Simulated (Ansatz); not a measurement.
**YBe2P2: relaxing a made-up structure**

Starting from a made-up structure for YBe2P2, the aim is the relaxed cell, its shortest contacts and, where a second run follows, its electronic structure.

Calculated with Ansatz 0.2.0; DFT, PBE, plane-wave PAW, files of the set soft_1, scalar-relativistic, no spin, cell and ions relaxed at zero pressure; PAW set soft_1, in the first sound run; inputs show where later runs differ.

## 1. The structure

Symmetry: I4/mmm, No. 139, tetragonal system. Conventional cell: a = 3.796 Å, b = 3.796 Å, c = 9.164 Å, α = 90.00°, β = 90.00°, γ = 90.00°. Y has 10 P at 2.89 to 3.50 Å and 8 Be at 2.98 Å nearest. Nearest to P lie 1 P at 2.16 Å and 4 Be at 2.25 Å and 5 Y at 2.89 to 3.50 Å. Nearest to Be lie 4 P at 2.25 Å and 4 Be at 2.68 Å and 4 Y at 2.98 Å. Farther neighbours are not listed.

Structure file:

```cif
data_structure
_symmetry_space_group_name_H-M 'P 1'
_symmetry_Int_Tables_number 1
_cell_length_a 5.3103
_cell_length_b 5.3103
_cell_length_c 5.3103
_cell_angle_alpha 138.117
_cell_angle_beta 138.117
_cell_angle_gamma 60.724
_cell_volume 66.02
loop_
_atom_site_label
_atom_site_type_symbol
_atom_site_fract_x
_atom_site_fract_y
_atom_site_fract_z
_atom_site_occupancy
Y1 Y 0.00000 0.00000 0.00000 1
P2 P 0.61770 0.61770 0.00000 1
P3 P 0.38230 0.38230 0.00000 1
Be4 Be 0.25000 0.75000 0.50000 1
Be5 Be 0.75000 0.25000 0.50000 1
```

## 2. Relaxing cell and atoms

The guessed cell has no reason to be at equilibrium. It is relaxed with the atoms, within the space group of the guess.

File input.yaml:

```yaml
crystal:
  lattice:
    - [-1.898, 1.898, 4.582]
    - [1.898, -1.898, 4.582]
    - [1.898, 1.898, -4.582]
  atoms:
    - { symbol: "Y", position: [0.0, 0.0, 0.0] }
    - { symbol: P, position: [0.6177, 0.6177, 0.0] }
    - { symbol: P, position: [0.3823, 0.3823, 0.0] }
    - { symbol: Be, position: [0.25, 0.75, 0.5] }
    - { symbol: Be, position: [0.75, 0.25, 0.5] }
kpoints:
  mp_grid: { grid: [10, 10, 10] }
scf:
  occupations: { method: fermi_dirac, width: 0.05 }
hamiltonian:
  xc: pbe
  pseudopotentials: { kind: paw, azcp: { folder: soft_1 } }
relax:
  f_tol: 0.015
  max_steps: 70
  cell: {}
output:
  forces: true
  stress: true
```

Run with:

```bash
ansatz run input.yaml --threads 4 --pin off --max-ram 8192MiB --backend cpu --events-out ev --progress --plain --runs-dir out
```

Numbers of over 12 decimals in the logs are rounded to 6 here.

Log:

```text
Engine: ansatz 0.2.0, x86_64-unknown-linux-gnu
Pseudopotentials: kind: paw
Pseudopotential: Y, paw, valence charge 11, recommended cutoff 420 eV (normal), soft_1/Y.paw.azcp
Pseudopotential: P, paw, valence charge 5, recommended cutoff 420 eV (normal), soft_1/P.paw.azcp
Pseudopotential: Be, paw, valence charge 2, recommended cutoff 420 eV (normal), soft_1/Be.paw.azcp
Functional definition: PBE
  parameter kappa = 0.804
  parameter beta = 0.066725
  exchange = pbe_x(kappa = kappa, mu = beta*pi^2/3)
  correlation = pbe_c(beta = beta)
Crystal: 5 atoms, lattice volume = 66.025 Å³
Basis set: ecut = 420 eV, 1291 PW (Γ), exchange–correlation on 72×72×72 points (8 copies of the dense FFT grid, shifted against one another)
Bands: 18, of which v1, the nominal top of the filled ones, is band 13 counted from 1 (12 counted from 0)
Symmetry: 16 space group operations
Space group: I4/mmm (ITA 139), of the structure as read, at distance tolerance 4.0e-5 Å
k-points: 102 of 1000
Non-local potential: Y, projectors of the file, l = 0: 3, l = 1: 2, l = 2: 2, l = 3: 1
Non-local potential: P, projectors of the file, l = 0: 2, l = 1: 2, l = 2: 1
Non-local potential: Be, projectors of the file, l = 0: 2, l = 1: 2, l = 2: 1
PAW form: soft (Blöchl's): semilocal exchange-correlation on the pseudo side does not see the compensation charge
PAW one-centre angular grid: Y, 590 points (default); XC on 64 Gauss nodes
PAW one-centre angular grid: P, 110 points (default); XC on 64 Gauss nodes
PAW one-centre angular grid: Be, 110 points (default); XC on 64 Gauss nodes
Initial density: superposition of atomic densities (chi_scale 0.1, normalization cell, long waves kept (reshape's long-wave potential 0.00 eV rms))
Initial wavefunctions: pseudopotential atomic-orbital guess
Functional: x = pbe(κ = 0.804, μ = 0.219515), c = pbe(β = 0.066725)
SCF iter   1: F=—  HF=-5547.470969 eV  |F-HF|=—  |Δ(HF+E_count)|=         —  Δρ=2.53e-2  dr2=4.80e-1  ethr=3.10e-3  ⟨swp⟩=6.8  Hψ=11330  notcnv=0
preconditioner: auto → Kerker (q_TF=auto, 2.321 Å⁻¹)  [metal: Δε(μ)=0.012 eV  Ē_g=8.489 eV  σ=0.050 eV  W_gap=0.06  n_scr=10 (ndim 8)  ℏωp=18.8 eV  f_vac=0.000  D(μ)=2.02/eV (n_scr^D=14)]
SCF iter   2: F=—  HF=-5547.342024 eV  |F-HF|=—  |Δ(HF+E_count)|=   1.29e-1  Δρ=1.38e-2  dr2=1.10e-1  ethr=1.92e-3  ⟨swp⟩=2.2  Hψ=3057  notcnv=0  defer=21
SCF iter   3: F=—  HF=-5547.305591 eV  |F-HF|=—  |Δ(HF+E_count)|=   3.64e-2  Δρ=2.50e-3  dr2=2.73e-3  ethr=4.40e-4  ⟨swp⟩=3.4  Hψ=3484  notcnv=0  defer=22
SCF iter   4: F=—  HF=-5547.305489 eV  |F-HF|=—  |Δ(HF+E_count)|=   1.01e-4  Δρ=3.14e-4  dr2=6.84e-5  ethr=1.09e-5  ⟨swp⟩=1.6  Hψ=2130  notcnv=0  defer=22
SCF iter   5: F=—  HF=-5547.305505 eV  |F-HF|=—  |Δ(HF+E_count)|=   1.57e-5  Δρ=5.97e-5  dr2=2.19e-6  ethr=2.74e-7  ⟨swp⟩=2.7  Hψ=2731  notcnv=0  defer=22
SCF iter   6: F=—  HF=-5547.305505 eV  |F-HF|=—  |Δ(HF+E_count)|=   2.91e-7  Δρ=1.18e-5  dr2=1.29e-7  ethr=8.75e-9  ⟨swp⟩=2.5  Hψ=3003  notcnv=0  defer=22
SCF iter   7: F=-5547.305505 eV  HF=-5547.305505 eV  |F-HF|=9.53e-10  |Δ(HF+E_count)|=   1.92e-9  Δρ=2.33e-6  dr2=3.93e-9  ethr=4.00e-10  ⟨swp⟩=4.0  Hψ=5616  notcnv=0
SCF 1 converged in 7 iterations: F = -5547.305505 eV  dr2 = 3.93e-9
  greatest PAW one-centre occupation: 0.992 electrons in one spin orbital (limit 2), on the Y atom at site 0 (counted from 0), in its partial waves of l = 0
relax step   1: F+E_penalty+E_count = -5547.30550542 eV  Δ(F+E_penalty+E_count) = +0.000e0 eV  max|allowed force component| = 3.142e0 eV/Å  Δτ_max = 0.0000 Å  P = +7.642 GPa  Ω = 66.025 Å³  (7 SCF iters, dr2 threshold 1.00e-7 eV, accepted)
Crystal: 5 atoms, lattice volume = 68.576 Å³
Basis set: ecut = 420 eV, 1333 PW (Γ), exchange–correlation on 72×72×72 points (8 copies of the dense FFT grid, shifted against one another)
Initial density: handed on by an earlier stage of this run
Initial wavefunctions: those handed on with the density
iter 1 solved again at ethr=1.29e-4 eV; its pass at ethr=3.10e-3 eV (dr2=3.23e-2 eV) is discarded
SCF iter   1: F=—  HF=-5547.825636 eV  |F-HF|=—  |Δ(HF+E_count)|=         —  Δρ=5.76e-3  dr2=3.36e-2  ethr=1.29e-4  ⟨swp⟩=1.7  Hψ=14130  notcnv=0
preconditioner: auto → Kerker (q_TF=auto, 2.306 Å⁻¹)  [metal: Δε(μ)=0.043 eV  Ē_g=8.481 eV  σ=0.050 eV  W_gap=0.21  n_scr=10 (ndim 8)  ℏωp=18.5 eV  f_vac=0.000  D(μ)=1.89/eV (n_scr^D=10)]
SCF iter   2: F=—  HF=-5547.818788 eV  |F-HF|=—  |Δ(HF+E_count)|=   6.85e-3  Δρ=3.20e-3  dr2=9.58e-3  ethr=1.29e-4  ⟨swp⟩=1.4  Hψ=1903  notcnv=0
SCF iter   3: F=—  HF=-5547.816140 eV  |F-HF|=—  |Δ(HF+E_count)|=   2.65e-3  Δρ=5.35e-4  dr2=2.73e-4  ethr=3.83e-5  ⟨swp⟩=2.7  Hψ=2665  notcnv=0
SCF iter   4: F=—  HF=-5547.816101 eV  |F-HF|=—  |Δ(HF+E_count)|=   3.91e-5  Δρ=1.14e-4  dr2=9.10e-6  ethr=1.09e-6  ⟨swp⟩=2.6  Hψ=3128  notcnv=0
SCF iter   5: F=-5547.816101 eV  HF=-5547.816101 eV  |F-HF|=7.79e-8  |Δ(HF+E_count)|=   1.92e-7  Δρ=1.59e-5  dr2=1.92e-7  ethr=2.00e-9  ⟨swp⟩=3.2  Hψ=7635  notcnv=0
SCF 2 converged in 5 iterations: F = -5547.816101 eV  dr2 = 1.92e-7
relax step   2: F+E_penalty+E_count = -5547.81610116 eV  Δ(F+E_penalty+E_count) = -5.106e-1 eV  max|allowed force component| = 2.024e0 eV/Å  Δτ_max = 0.0334 Å  P = +2.807 GPa  Ω = 68.576 Å³  energy of the carried Pulay correction = -2.652e-4 eV  (5 SCF iters, dr2 threshold 5.00e-7 eV, accepted)
Crystal: 5 atoms, lattice volume = 69.828 Å³
Basis set: ecut = 420 eV, 1349 PW (Γ), exchange–correlation on 72×72×72 points (8 copies of the dense FFT grid, shifted against one another)
iter 1 solved again at ethr=2.50e-4 eV; its pass at ethr=3.10e-3 eV (dr2=6.25e-2 eV) is discarded
SCF iter   1: F=—  HF=-5548.293870 eV  |F-HF|=—  |Δ(HF+E_count)|=         —  Δρ=7.08e-3  dr2=6.37e-2  ethr=2.50e-4  ⟨swp⟩=1.6  Hψ=14304  notcnv=0
preconditioner: auto → Kerker (q_TF=auto, 2.299 Å⁻¹)  [metal: Δε(μ)=0.022 eV  Ē_g=8.382 eV  σ=0.050 eV  W_gap=0.11  n_scr=10 (ndim 8)  ℏωp=18.3 eV  f_vac=0.000  D(μ)=1.31/eV (n_scr^D=10)]
SCF iter   2: F=—  HF=-5548.280885 eV  |F-HF|=—  |Δ(HF+E_count)|=   1.30e-2  Δρ=3.87e-3  dr2=1.80e-2  ethr=2.50e-4  ⟨swp⟩=2.1  Hψ=2211  notcnv=0
SCF iter   3: F=—  HF=-5548.275973 eV  |F-HF|=—  |Δ(HF+E_count)|=   4.91e-3  Δρ=7.85e-4  dr2=6.84e-4  ethr=7.18e-5  ⟨swp⟩=2.7  Hψ=2888  notcnv=0
SCF iter   4: F=—  HF=-5548.275865 eV  |F-HF|=—  |Δ(HF+E_count)|=   1.07e-4  Δρ=1.58e-4  dr2=1.94e-5  ethr=2.74e-6  ⟨swp⟩=2.6  Hψ=3091  notcnv=0
SCF iter   5: F=—  HF=-5548.275871 eV  |F-HF|=—  |Δ(HF+E_count)|=   5.97e-6  Δρ=2.16e-5  dr2=3.93e-7  ethr=2.00e-9  ⟨swp⟩=3.6  Hψ=7871  notcnv=0
SCF iter   6: F=-5548.275871 eV  HF=-5548.275871 eV  |F-HF|=1.65e-9  |Δ(HF+E_count)|=   5.85e-8  Δρ=3.57e-6  dr2=1.02e-8  ethr=1.57e-9  ⟨swp⟩=2.8  Hψ=6494  notcnv=0
SCF 3 converged in 6 iterations: F = -5548.275871 eV  dr2 = 1.02e-8
relax step   3: F+E_penalty+E_count = -5548.27587120 eV  Δ(F+E_penalty+E_count) = -4.598e-1 eV  max|allowed force component| = 1.085e0 eV/Å  Δτ_max = 0.0611 Å  P = +2.015 GPa  Ω = 69.828 Å³  energy of the carried Pulay correction = -3.917e-4 eV  (6 SCF iters, dr2 threshold 5.00e-7 eV, accepted)
[... from here on, the SCF cycles and remarks between the steps are left out ...]
relax step   4: F+E_penalty+E_count = -5548.58198557 eV  Δ(F+E_penalty+E_count) = -3.061e-1 eV  max|allowed force component| = 1.800e-1 eV/Å  Δτ_max = 0.0624 Å  P = +2.339 GPa  Ω = 70.824 Å³  energy of the carried Pulay correction = -4.908e-4 eV  (6 SCF iters, dr2 threshold 5.00e-7 eV, accepted)
relax step   5: F+E_penalty+E_count = -5548.76199019 eV  Δ(F+E_penalty+E_count) = -1.800e-1 eV  max|allowed force component| = 1.071e-2 eV/Å  Δτ_max = 0.0115 Å  P = +1.312 GPa  Ω = 72.152 Å³  energy of the carried Pulay correction = -6.205e-4 eV  (5 SCF iters, dr2 threshold 5.00e-7 eV, accepted)
relax step   6: F+E_penalty+E_count = -5548.87997340 eV  Δ(F+E_penalty+E_count) = -1.180e-1 eV  max|allowed force component| = 2.175e-2 eV/Å  Δτ_max = 0.0001 Å  P = +0.838 GPa  Ω = 72.861 Å³  energy of the carried Pulay correction = -6.888e-4 eV  (5 SCF iters, dr2 threshold 5.00e-7 eV, accepted)
relax step   7: F+E_penalty+E_count = -5548.91834408 eV  Δ(F+E_penalty+E_count) = -3.837e-2 eV  max|allowed force component| = 1.159e-2 eV/Å  Δτ_max = 0.0068 Å  P = +0.117 GPa  Ω = 73.642 Å³  energy of the carried Pulay correction = -7.633e-4 eV  (5 SCF iters, dr2 threshold 5.00e-7 eV, accepted)
relax step   8: F+E_penalty+E_count = -5548.91839137 eV  Δ(F+E_penalty+E_count) = -4.728e-5 eV  max|allowed force component| = 7.857e-3 eV/Å  Δτ_max = 0.0009 Å  P = -0.005 GPa  Ω = 73.717 Å³  energy of the carried Pulay correction = -7.703e-4 eV  (4 SCF iters, dr2 threshold 1.14e-7 eV, accepted)
relax step   9: F+E_penalty+E_count = -5548.94776707 eV  Δ(F+E_penalty+E_count) = -2.938e-2 eV  max|allowed force component| = 7.853e-3 eV/Å  Δτ_max = 0.0000 Å  P = +0.410 GPa  Ω = 73.717 Å³  stress off target by 1.09e0 GPa  SCF on the basis re-selected at this cell (its energy is not comparable with the rows above)  (6 SCF iters)
relax step  10: F+E_penalty+E_count = -5548.94967850 eV  Δ(F+E_penalty+E_count) = -1.911e-3 eV  max|allowed force component| = 5.098e-3 eV/Å  Δτ_max = 0.0020 Å  P = +0.131 GPa  Ω = 73.999 Å³  energy of the carried Pulay correction = -2.120e-5 eV  (4 SCF iters, dr2 threshold 5.00e-7 eV, accepted)
relax step  11: F+E_penalty+E_count = -5548.94971848 eV  Δ(F+E_penalty+E_count) = -3.998e-5 eV  max|allowed force component| = 1.523e-3 eV/Å  Δτ_max = 0.0008 Å  P = -0.006 GPa  Ω = 74.112 Å³  energy of the carried Pulay correction = -2.925e-5 eV  (3 SCF iters, dr2 threshold 4.28e-8 eV, accepted)
iter 1 solved again at ethr=9.39e-6 eV; its pass at ethr=3.10e-3 eV (dr2=2.35e-3 eV) is discarded
SCF iter   1: F=—  HF=-5548.949766 eV  |F-HF|=—  |Δ(HF+E_count)|=         —  Δρ=1.11e-5  dr2=3.50e-8  ethr=9.39e-6  ⟨swp⟩=2.5  Hψ=15477  notcnv=0
eigensolver tolerance schedule: the retry pair's looser diagonalisation over-reported the residual by 67020.33 of it (diagonalisation noise at an unbounded share of the residual, at the tolerance the schedule requests for it); recorded, not acted on — ethr = c·dr2/N_el stays at c = 1.0e-1
SCF iter   2: F=—  HF=-5548.949750 eV  |F-HF|=—  |Δ(HF+E_count)|=   1.62e-5  Δρ=5.66e-6  dr2=2.59e-8  ethr=1.40e-10  ⟨swp⟩=3.8  Hψ=4660  notcnv=0
SCF iter   3: F=—  HF=-5548.949750 eV  |F-HF|=—  |Δ(HF+E_count)|=   2.91e-8  Δρ=3.12e-6  dr2=9.54e-9  ethr=1.04e-10  ⟨swp⟩=1.0  Hψ=1836  notcnv=0
SCF iter   4: F=—  HF=-5548.949750 eV  |F-HF|=—  |Δ(HF+E_count)|=   5.77e-9  Δρ=5.43e-7  dr2=9.77e-11  ethr=3.82e-11  ⟨swp⟩=2.5  Hψ=2754  notcnv=0
SCF iter   5: F=-5548.949750 eV  HF=-5548.949750 eV  |F-HF|=4.55e-12  |Δ(HF+E_count)|=  4.84e-10  Δρ=1.22e-7  dr2=1.07e-11  ethr=1.00e-12  ⟨swp⟩=4.1  Hψ=5807  notcnv=0
SCF 12 converged in 5 iterations: F = -5548.949750 eV  dr2 = 1.07e-11
relax step  12: F+E_penalty+E_count = -5548.94974972 eV  Δ(F+E_penalty+E_count) = -3.124e-5 eV  max|allowed force component| = 1.572e-3 eV/Å  Δτ_max = 0.0000 Å  P = -0.006 GPa  Ω = 74.112 Å³  stress off target by 1.03e-2 GPa  SCF on the basis re-selected at this cell (its energy is not comparable with the rows above)  (5 SCF iters)
basis re-selected at this cell: Δ(F+E_penalty+E_count) = -3.124e-5 eV, ΔP = -0.000 GPa vs the last step (what re-selecting the basis moved, of the pressure what is left beyond the Pulay correction that the steps carried, after the strain that the cell walked since its last selection, with what the two solves' SCF thresholds leave and, on support functions, any second-order correction that the steps lacked; it is no m [...]
SCF converged after 5 iterations
Free energy (F): -5548.949750 eV
Harris-Foulkes:  -5548.949750 eV  (|F-HF|=4.55e-12)
Internal energy: -5548.937915 eV  (E = F + TS)
E sigma→0 (E₀):  -5548.943832 eV
Entropy (-TS):   -0.011835 eV (-2.367 meV/atom)
Fermi energy:    10.826520 eV
--- Per-component energies (eV) ---
  E_band       = -54.892217
  E_kinetic    = 498.903242
  E_local      = -669.245408  (includes V_loc(G=0)·N_el)
  E_nonlocal   = 98.658846
  E_hartree    = 222.913727
  E_xc         = -368.152541
  E_vxc        = -372.900925  (∫ρ·V_xc dr)
  E_paw        = -4049.611884  (= ΣΔE_a)
  E_vpaw       = -56.135409  (= ΣTr[D̂ρ^β])
  E_aug_tail   = 0.000021  (compensation charges beyond the density's cutoff)
  E_ewald      = -1282.403919
  E_smearing   = -0.011835  (= −TS)
  E_closure    = -0.000000  (closes the sum)
  Σ components = -5548.949750   (vs F -5548.949750, Δ=0.00e0)
--- Forces (eV/Å), atoms counted from 1 ---
  atom   1  Y      0.00000000     0.00000000    -0.00000000
  atom   2  P     -0.00000000    -0.00000000    -0.00157240
  atom   3  P      0.00000000     0.00000000     0.00157240
  atom   4  Be     0.00000000     0.00000000    -0.00000000
  atom   5  Be     0.00000000     0.00000000     0.00000000
  max |Σ_I F_I| component: 1.39e-17 eV/Å
--- Stress (GPa, compression-positive) ---
       -0.010270       0.000000       0.000000
        0.000000      -0.010270      -0.000000
        0.000000      -0.000000       0.001814
  P = ⅓ Tr σ = -0.0062 GPa (-0.062 kbar)
--- Relaxed structure (10 steps of the walk, 10 accepted, 2 SCFs on fresh bases) ---
  F+E_penalty+E_count = -5548.94974972 eV   max|allowed force component| = 1.572e-3 eV/Å   (the final SCF, on the basis selected at the relaxed cell)
  cell:  # Å, volume = 74.1118 Å³
    - [-1.765347, 1.765347, 5.945206]
    - [1.765347, -1.765347, 5.945206]
    - [1.765347, 1.765347, -5.945206]
  atoms:
    - { symbol: Y, position: [-4.915822813921073e-19, -4.915822813921075e-19, 0] }
    - { symbol: P, position: [0.637011, 0.637011, 0] }
    - { symbol: P, position: [0.362989, 0.362989, 0] }
    - { symbol: Be, position: [0.250000, 0.750000, 0.500000] }
    - { symbol: Be, position: [0.75, 0.250000, 0.500000] }
```

Elapsed: 16 s, on 4 threads of Intel Xeon Gold 6455B (Sapphire Rapids), shared host; peak memory 0.66 GiB; 39 s of CPU time.

Relaxation path:

```csv
step,energy less that of the first step (eV),largest force component (eV/Å),pressure (GPa),volume (Å³)
1,0.0000,3.1419,7.64,66.02
2,-0.5106,2.0238,2.81,68.58
3,-0.9704,1.0849,2.01,69.83
4,-1.2765,0.1800,2.34,70.82
5,-1.4565,0.0107,1.31,72.15
6,-1.5745,0.0217,0.84,72.86
7,-1.6128,0.0116,0.12,73.64
8,-1.6129,0.0079,0.00,73.72
9*,-1.6423,0.0079,0.41,73.72
10,-1.6442,0.0051,0.13,74.00
11,-1.6442,0.0015,-0.01,74.11
12*,-1.6442,0.0016,-0.01,74.11
```

Relaxation steps marked * repeat the geometry before them on a plane-wave basis chosen anew for their cell, so energy and pressure can jump there.

Forces are held to the 16 operations that the run works with; a distortion that breaks them can't arise in this run.

```csv
cell as run,before,after,change
a (Å),5.310,6.448,+21.4 %
b (Å),5.310,6.448,+21.4 %
c (Å),5.310,6.448,+21.4 %
α (°),138.12,148.22,+7.3 %
β (°),138.12,148.22,+7.3 %
γ (°),60.72,45.56,-25.0 %
volume (Å³/atom),13.20,14.82,+12.2 %
```

The atoms that moved most (Å, as changes of fractional coordinates times the final cell):

```csv
atom,dx,dy,dz,length
P3,0.000,0.000,-0.230,0.230
P2,0.000,0.000,0.230,0.230
```

The relaxed structure:

```xyz
5
Lattice="-1.7653 1.7653 5.9452 1.7653 -1.7653 5.9452 1.7653 1.7653 -5.9452" Properties=species:S:1:pos:R:3 pbc="T T T"
Y     0.0000    0.0000    0.0000
P     0.0000    0.0000    7.5743
P     0.0000    0.0000    4.3161
Be    1.7653    0.0000    2.9726
Be    0.0000    1.7653    2.9726
```

This step gave:

```
free energy             : -5548.9497 eV
energy at zero smearing : -5548.9438 eV
smearing term TS        : 0.01183 eV
Fermi energy            : 10.83 eV
electrons               : 25
symmetry operations     : 16
pressure                : -0.006242 GPa
```

Shortest distances by pair of elements, guess and relaxed (not always the same contact):

```csv
pair,guess (Å),relaxed (Å)
Be–P,2.252,2.218
Be–Be,2.684,2.497
P–Y,2.893,2.981
P–P,2.157,3.258
Be–Y,2.975,3.457
```

The relaxation ends with a largest force component of 0.0016 eV/Å and a pressure of -0.01 GPa.

(Part 1 of 2 ends here.)

[Logs are printed without paths, hosts, clocks, repeated set-up lines and the standing remarks that a program may print on its own settings, such as how far it seeks lower states.]

[Hosts, paths, dates, database ids (printed as entryN), source tags and the programs' standing remarks are cut or masked in the printed files.]
